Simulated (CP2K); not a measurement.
Two runs for the C K edge of 1,2,4-triazole. Run A: CP2K XAS_TDP, all-electron GAPW, PBEh(45%), aug-cc-pVDZ, TDA, no relativity. Run B differs in one setting.

First lines with a strength over 0.0015. A:

| atom | energy (eV) | states | strength, one atom |
| --- | --- | --- | --- |
| C1 (bonded to 2 N and H) | 282.64 | 1 | 0.0580 |
|  | 285.14 | 1 | 0.0030 |
|  | 285.71 | 1 | 0.0078 |
|  | 286.18 | 1 | 0.0052 |
|  | 287.12 | 1 | 0.0041 |
| C3 (bonded to 2 N and H) | 282.75 | 1 | 0.0598 |
|  | 285.84 | 1 | 0.0120 |
|  | 286.84 | 1 | 0.0045 |
|  | 287.62 | 1 | 0.0056 |
|  | 288.11 | 1 | 0.0022 |

B:

```
                    atom  energy (eV)  states  strength, one atom
C1 (bonded to 2 N and H)       269.51       1              0.0039
                               270.71       1              0.0243
                               271.00       1              0.0025
                               271.82       1              0.0072
                               272.89       1              0.0077
C3 (bonded to 2 N and H)       270.34       1              0.0216
                               270.60       1              0.0015
                               271.23       1              0.0080
                               271.64       1              0.0016
                               272.51       1              0.0095
```

Which was it: the basis, the functional, scalar relativity switched on, GW2X switched on?

The functional (functional from PBEh(45%) to PBE; the lines alone don't name the new value). A functional moves all lines by electronvolts and changes their spacings and strengths. Against PBEh(45%) in aug-cc-pVDZ, the leading line moves by -12.41 eV, to 270.34 eV; the strength of C3's goes from 0.0598 to 0.0216, so the two may not be the same state. For C1 the rule picks another line of the list in the two runs, so no shift is given. The next line of C3 over the strength cut lies 0.26 eV higher, against 3.09.

[Banner, clock and machine lines of the logs are left out without a mark of their own.]

[Logs are printed without paths, hosts, clocks, repeated set-up lines and the standing remarks that a program may print on its own settings, such as how far it seeks lower states.]

[Hosts, paths, dates, database ids (printed as entryN), source tags and the programs' standing remarks are cut or masked in the printed files.]
